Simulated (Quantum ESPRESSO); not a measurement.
**RbCaH3 (Pm-3m): modes at Γ and the response to a field**

Which modes does RbCaH3 (Pm-3m) have at the zone centre?

Calculated with Quantum ESPRESSO 7.5; DFT LDA, scalar-relativistic, plane waves, PseudoDojo norm-conserving pseudopotentials.

Report form: the programs' logs are mostly left out.

### Step 1. Set-up

It takes space group Pm-3m (No. 221, cubic). The conventional cell has a = 4.547 Å, b = 4.547 Å, c = 4.547 Å, α = 90.00°, β = 90.00°, γ = 90.00°. Rb has 12 H at 3.22 Å nearest. Nearest to Ca lie 6 H at 2.27 Å. Nearest to H lie 2 Ca at 2.27 Å and 8 H at 3.22 Å and 4 Rb at 3.22 Å. Farther neighbours are not listed.

As a file:

```cif
data_structure
_symmetry_space_group_name_H-M 'P 1'
_symmetry_Int_Tables_number 1
_cell_length_a 4.5470
_cell_length_b 4.5470
_cell_length_c 4.5470
_cell_angle_alpha 90.000
_cell_angle_beta 90.000
_cell_angle_gamma 90.000
_cell_volume 94.01
loop_
_atom_site_label
_atom_site_type_symbol
_atom_site_fract_x
_atom_site_fract_y
_atom_site_fract_z
_atom_site_occupancy
Rb1 Rb 0.00000 0.00000 0.00000 1
Ca2 Ca 0.50000 0.50000 0.50000 1
H3 H 0.00000 0.50000 0.50000 1
H4 H 0.50000 0.00000 0.50000 1
H5 H 0.50000 0.50000 0.00000 1
```

### Step 2. A probe with smearing

A cheap run with smearing and empty bands tells whether the crystal has a gap, which decides between fixed occupations and smearing later on.

probe.in reads:

```
&control
   calculation = 'scf'
   prefix = 'x'
   outdir = './tmp'
   pseudo_dir = './pseudo'
   tprnfor = .true.
   tstress = .true.
   verbosity = 'high'
/
&system
   ibrav = 1
   celldm(1) = 8.59258469
   nat = 5
   ntyp = 3
   ecutwfc = 81.0
   occupations = 'smearing'
   smearing = 'gaussian'
   degauss = 0.01
/
&electrons
   conv_thr = 1.0d-07
   mixing_beta = 0.7
   electron_maxstep = 100
/
ATOMIC_SPECIES
 Rb     85.4678  Rb.upf
 Ca     40.0780  Ca.upf
 H       1.0080  H.upf
ATOMIC_POSITIONS crystal
 Rb     0.000000000   0.000000000   0.000000000
 Ca     0.500000000   0.500000000   0.500000000
 H      0.000000000   0.500000000   0.500000000
 H      0.500000000   0.000000000   0.500000000
 H      0.500000000   0.500000000   0.000000000
K_POINTS automatic
 4 4 4 0 0 0
```

Launch:

```console
> OMP_NUM_THREADS=1 mpirun -n 4 pw.x -nk 4 -in probe.in > probe.out
```

Wall time 6.1 s (4 MPI ranks of Intel Xeon at 2.70GHz, shared host).

This step gave:

```yaml
volume_per_atom: 18.80 Å³
pressure: -2.429 GPa
gap_on_the_k_mesh: 2.932 eV
```

A gap of 2.9 eV opens on this mesh, so the crystal is taken as an insulator; the start stands at -2.4 GPa.

### Step 3. Relaxing the cell and atoms

The relaxation runs at a cutoff a fifth above that of the response, since stress converges more slowly with the basis than frequencies do. Forces and stress are brought to rest with tight thresholds.

relax.in reads:

```
&control
   calculation = 'vc-relax'
   prefix = 'x'
   outdir = './tmp'
   pseudo_dir = './pseudo'
   tprnfor = .true.
   tstress = .true.
   forc_conv_thr = 2.0d-05
   etot_conv_thr = 1.0d-07
   nstep = 40
/
&system
   ibrav = 1
   celldm(1) = 8.59258469
   nat = 5
   ntyp = 3
   ecutwfc = 97
   occupations = 'fixed'
   nbnd = 13
/
&electrons
   conv_thr = 1.0d-11
   mixing_beta = 0.7
   electron_maxstep = 100
/
&ions
/
&cell
   press_conv_thr = 0.2
/
ATOMIC_SPECIES
 Rb     85.4678  Rb.upf
 Ca     40.0780  Ca.upf
 H       1.0080  H.upf
ATOMIC_POSITIONS crystal
 Rb     0.000000000   0.000000000   0.000000000
 Ca     0.500000000   0.500000000   0.500000000
 H      0.000000000   0.500000000   0.500000000
 H      0.500000000   0.000000000   0.500000000
 H      0.500000000   0.500000000   0.000000000
K_POINTS automatic
 6 6 6 0 0 0
```

Launch:

```console
> OMP_NUM_THREADS=1 mpirun -n 4 pw.x -nk 4 -in relax.in > relax.out
```

Elapsed: 1.7 min, on 4 MPI ranks.

Step by step:

| step | energy less that of the first step (eV) | largest force (eV/Å) | pressure (GPa) | volume (Å³) |
| --- | --- | --- | --- | --- |
| 1 | 0.0000 | 0.0000 | -2.42 | 94.01 |
| 2 | -0.0166 | 0.0000 | -2.17 | 92.85 |
| 3 | -0.0377 | 0.0000 | -1.78 | 91.14 |
| 4 | -0.0607 | 0.0000 | -1.12 | 88.61 |
| 5 | -0.0738 | 0.0000 | 0.03 | 84.90 |
| 6 | -0.0738 | 0.0000 | 0.00 | 85.00 |
| 7 | -0.0738 | 0.0000 | 0.00 | 84.99 |
| 8 | -0.0736 | 0.0000 | 0.00 | 84.99 |

| conventional cell, symmetrised | before | after | change |
| --- | --- | --- | --- |
| a (Å) | 4.547 | 4.397 | -3.3 % |
| b (Å) | 4.547 | 4.397 | -3.3 % |
| c (Å) | 4.547 | 4.397 | -3.3 % |
| volume (Å³/atom) | 18.80 | 17.00 | -9.6 % |

The relaxed structure:

```xyz
5
Lattice="4.3967 0.0000 0.0000 0.0000 4.3967 0.0000 0.0000 0.0000 4.3967" Properties=species:S:1:pos:R:3 pbc="T T T"
Rb    0.0000    0.0000    0.0000
Ca    2.1983    2.1983    2.1983
H     0.0000    2.1983    2.1983
H     2.1983    0.0000    2.1983
H     2.1983    2.1983    0.0000
```

The last row of the table of steps is pw.x's closing run on a basis chosen anew for the final cell, so its energy can jump.

This step gave:

```
volume per atom   : 17.00 Å³
pressure          : 0.001 GPa
gap on the k-mesh : 2.829 eV
```

The volume changes by -9.6 % from the cell with which this run began.

### Step 4. Ground state

The response is built on this ground state, so it is converged far tighter than an energy would need. With a gap, occupations are fixed, which also allows the response to an electric field.

scf.in reads:

```
&control
   calculation = 'scf'
   prefix = 'x'
   outdir = './tmp'
   pseudo_dir = './pseudo'
   tprnfor = .true.
   tstress = .true.
/
&system
   ibrav = 1
   celldm(1) = 8.30853859
   nat = 5
   ntyp = 3
   ecutwfc = 81.0
   occupations = 'fixed'
   nbnd = 13
/
&electrons
   conv_thr = 1.0d-12
   mixing_beta = 0.7
   electron_maxstep = 100
/
ATOMIC_SPECIES
 Rb     85.4678  Rb.upf
 Ca     40.0780  Ca.upf
 H       1.0080  H.upf
ATOMIC_POSITIONS crystal
 Rb     0.000000000   0.000000000   0.000000000
 Ca     0.500000000   0.500000000   0.500000000
 H      0.000000000   0.500000000   0.500000000
 H      0.500000000   0.000000000   0.500000000
 H      0.500000000   0.500000000   0.000000000
K_POINTS automatic
 6 6 6 0 0 0
```

Launch:

```console
> OMP_NUM_THREADS=1 mpirun -n 4 pw.x -nk 4 -in scf.in > scf.out
```

Wall time 17 s (4 MPI ranks).

Read from the output:

* pressure: -0.001 GPa

The cell stands at -0.001 GPa, close enough for phonons.

### Step 5. Zone-centre response

At q = 0 one unit cell holds all displacements; symmetry groups them into irreducible representations that are solved one by one. The response to a field gives ε∞ and the Born charges, which polar modes need.

ph.in reads:

```
phonons
&inputph
   prefix = 'x'
   outdir = './tmp'
   fildyn = 'g.dyn'
   tr2_ph = 1.0d-18
   epsil = .true.
/
0.000000000000 0.000000000000 0.000000000000
```

Launch:

```console
> OMP_NUM_THREADS=1 mpirun -n 4 ph.x -nk 4 -in ph.in > ph.out
```

It took 8.9 min on 4 MPI ranks; 35 min of CPU time.

Read from the output:

* miss of the charge sum rule: 3.40e-4 e
* largest acoustic frequency at the zone centre before the sum rule: 1 cm⁻¹
* highest optical zone-centre mode (no LO-TO term): 1207 cm⁻¹
* lowest optical zone-centre mode: 108.3 cm⁻¹
* mean high-frequency dielectric constant: 3.456
* largest Born charge in size (third of the trace): 1.738 e

Born charge (rows field, columns displacement), before the sum rule (e), principal values of the symmetric part by kind of site:

| atom | atoms with these values | low | middle | high | mean |
| --- | --- | --- | --- | --- | --- |
| Rb1 | 1 | 1.09 | 1.09 | 1.09 | 1.09 |
| Ca2 | 1 | 1.74 | 1.74 | 1.74 | 1.74 |
| H3 | 3 | -1.07 | -0.88 | -0.88 | -0.94 |

In full for Ca2:

```
1.74 0.00 0.00
0.00 1.74 0.00
0.00 0.00 1.74
```

High-frequency dielectric tensor:

```
3.46 0.00 0.00
0.00 3.46 0.00
0.00 0.00 3.46
```

The acoustic modes at Γ come out as far as 1.0 cm⁻¹ from zero, where they should vanish, a small numerical error; the Born charges miss their sum rule by 3.4e-4 e, which is good.

### Step 6. Modes with the sum rule

A rigid shift of the crystal must cost nothing, but grids and finite bases break this; the acoustic sum rule is imposed before the matrix is diagonalised again. With Born charges the intensities follow, and the static dielectric tensor.

dynmat.in reads:

```
&input
   fildyn = 'g.dyn'
   asr = 'simple'
   fileig = 'dynmat.eig'
   lperm = .true.
/
```

Launch:

```console
> dynmat.x -in dynmat.in > dynmat.out
```

It took 0.75 s on 1 thread.

This step gave:

```yaml
mean_static_dielectric_constant: 11.88
```

Unit eigenvectors of the mass-weighted matrix after the sum rule; no LO-TO term. Modes at Γ, with each element's share of the kinetic energy:

| mode | frequency (cm⁻¹) | symmetry | Rb % | Ca % | H % |
| --- | --- | --- | --- | --- | --- |
| 1 | 0.0 | acoustic | 66 | 31 | 2 |
| 2 | 0.0 | acoustic | 66 | 31 | 2 |
| 3 | 0.0 | acoustic | 66 | 31 | 2 |
| 4 | 108.3 | T1u | 34 | 62 | 5 |
| 5 | 108.3 | T1u | 34 | 62 | 5 |
| 6 | 108.3 | T1u | 34 | 62 | 5 |
| 7 | 349.5 | T2u | 0 | 0 | 100 |
| 8 | 349.5 | T2u | 0 | 0 | 100 |
| 9 | 349.5 | T2u | 0 | 0 | 100 |
| 10 | 405.9 | T1u | 0 | 5 | 95 |
| 11 | 405.9 | T1u | 0 | 5 | 95 |
| 12 | 405.9 | T1u | 0 | 5 | 95 |
| 13 | 1207.3 | T1u | 0 | 2 | 98 |
| 14 | 1207.3 | T1u | 0 | 2 | 98 |
| 15 | 1207.3 | T1u | 0 | 2 | 98 |

Displacements in mode 6 (108.3 cm⁻¹), the largest set to 1:
```
Rb1  0.36 -0.20 -0.48
Ca2 -0.72  0.40  0.96
H3  -0.68  0.42  1.00
H4  -0.76  0.38  1.00
H5  -0.76  0.42  0.89
```

Displacements in mode 12 (405.9 cm⁻¹), the largest set to 1:
```
Rb1  0.00  0.00  0.00
Ca2  0.01 -0.05  0.00
H3   0.00  1.00  0.01
H4  -0.10  0.05  0.01
H5  -0.10  1.00  0.00
```

Degenerate modes summed, no LO-TO term. Lines of the infrared spectrum (strongest = 100):

| position (cm⁻¹) | lines merged | label | IR intensity, relative |
| --- | --- | --- | --- |
| 108 | 3 | T1u | 2.5 |
| 349 | 3 | T2u | 0.0 |
| 406 | 3 | T1u | 100 |
| 1207 | 3 | T1u | 60 |

Static dielectric tensor (ions relaxed, fixed cell):

```
11.88  0.00  0.00
 0.00 11.88  0.00
 0.00  0.00 11.88
```

The rule moves no optical mode by more than 0.1 cm⁻¹.

### Step 7. Sum rules set otherwise: a sum rule for molecules or wires on a crystal

This rule also removes rotations, which suits molecules and not a crystal; it is tried to see the harm.

dynmat.in reads:

```
&input
   fildyn = 'g.dyn'
   asr = 'zero-dim'
   fileig = 'dynmat.eig'
   lperm = .true.
/
```

Launch:

```console
> dynmat.x -in dynmat.in > dynmat.out
```

It took 0.71 s on 1 thread.

The program raised no error, yet the settings are not those of a careful run.

The fault: a sum rule for molecules or wires on a crystal; 3 optical modes are projected out to zero frequency, as if they were rotations, and the static dielectric tensor is spoilt.

For a crystal the rule has to be 'simple' or 'crystal'.

Zone-centre frequencies as printed; negative means imaginary. Modes:

| mode | frequency (cm⁻¹) |
| --- | --- |
| 1 | 0 |
| 2 | 0 |
| 3 | 0 |
| 4 | 0 |
| 5 | 0 |
| 6 | 0 |
| 7 | 108.3 |
| 8 | 347.9 |
| 9 | 347.9 |
| 10 | 405.9 |
| 11 | 436 |
| 12 | 436 |
| 13 | 1196 |
| 14 | 1196 |
| 15 | 1207 |

### Step 8. Sum rules set otherwise (asr no)

Without the rule the raw error of the acoustic modes shows.

dynmat.in reads:

```
&input
   fildyn = 'g.dyn'
   asr = 'no'
   fileig = 'dynmat.eig'
   lperm = .true.
/
```

Launch:

```console
> dynmat.x -in dynmat.in > dynmat.out
```

The job ended after 0.8 s (1 thread).

Zone-centre frequencies as printed; negative means imaginary. Modes:

| mode | frequency (cm⁻¹) |
| --- | --- |
| 1 | 1 |
| 2 | 1 |
| 3 | 1 |
| 4 | 108.3 |
| 5 | 108.3 |
| 6 | 108.3 |
| 7 | 349.6 |
| 8 | 349.6 |
| 9 | 349.6 |
| 10 | 406 |
| 11 | 406 |
| 12 | 406 |
| 13 | 1207 |
| 14 | 1207 |
| 15 | 1207 |

Against the first rule no mode moves by more than 1.1 cm⁻¹.

### Step 9. The LO-TO splitting (1 0 0)

A longitudinal polar mode sets up a macroscopic field that stiffens it; the term hangs on the direction from which q goes to zero.

dynmat.in reads:

```
&input
   fildyn = 'g.dyn'
   asr = 'simple'
   fileig = 'dynmat.eig'
   q(1) = 1.0
   q(2) = 0.0
   q(3) = 0.0
/
```

Launch:

```console
> dynmat.x -in dynmat.in > dynmat.out
```

It took 0.74 s on 1 thread.

Read from the output:

```
highest mode moved by the LO-TO term : 1292 cm⁻¹
```

Zone-centre frequencies as printed; negative means imaginary. Modes:

| mode | frequency (cm⁻¹) |
| --- | --- |
| 1 | 0 |
| 2 | 0 |
| 3 | 0 |
| 4 | 108.3 |
| 5 | 108.3 |
| 6 | 118.7 |
| 7 | 349.5 |
| 8 | 349.5 |
| 9 | 349.5 |
| 10 | 405.9 |
| 11 | 405.9 |
| 12 | 642.1 |
| 13 | 1207 |
| 14 | 1207 |
| 15 | 1292 |

The field moves 3 modes; the highest of them now lies at 1292 cm⁻¹, where the highest that moved away lay at 1207.

### Step 10. What came out

```
space group after relaxation                                           : Pm-3m
volume per atom                                                        : 17.0 Å³
gap on the k-mesh                                                      : 2.83 eV
highest optical zone-centre mode (no LO-TO term)                       : 1207 cm⁻¹
lowest optical zone-centre mode                                        : 108.3 cm⁻¹
highest mode moved by the LO-TO term                                   : 1292 cm⁻¹
mean high-frequency dielectric constant                                : 3.46
largest Born charge in size (third of the trace)                       : 1.74 e
mean static dielectric constant                                        : 11.9
imaginary optical modes at the zone centre (no q mesh in this session) : none
```

In words: At the LDA level the optical modes of RbCaH3 (Pm-3m) at the zone centre (no LO-TO term) run from 108 to 1207 cm⁻¹. Along the directions run, the highest mode that the macroscopic field moves lies at 1292 cm⁻¹. Lattice motion raises the mean dielectric constant from 3.456 to 11.88. Of the 12 optical modes, 9 are infrared active alone and 3 are silent. These are harmonic frequencies at zero temperature: anharmonic shifts and linewidths and thermal expansion are left out.

[Host names and launcher messages were left out of these logs when they were recorded.]

[Logs are printed without paths, hosts, clocks, repeated set-up lines and the standing remarks that a program may print on its own settings, such as how far it seeks lower states.]

[Hosts, paths, dates, database ids (printed as entryN), source tags and the programs' standing remarks are cut or masked in the printed files.]
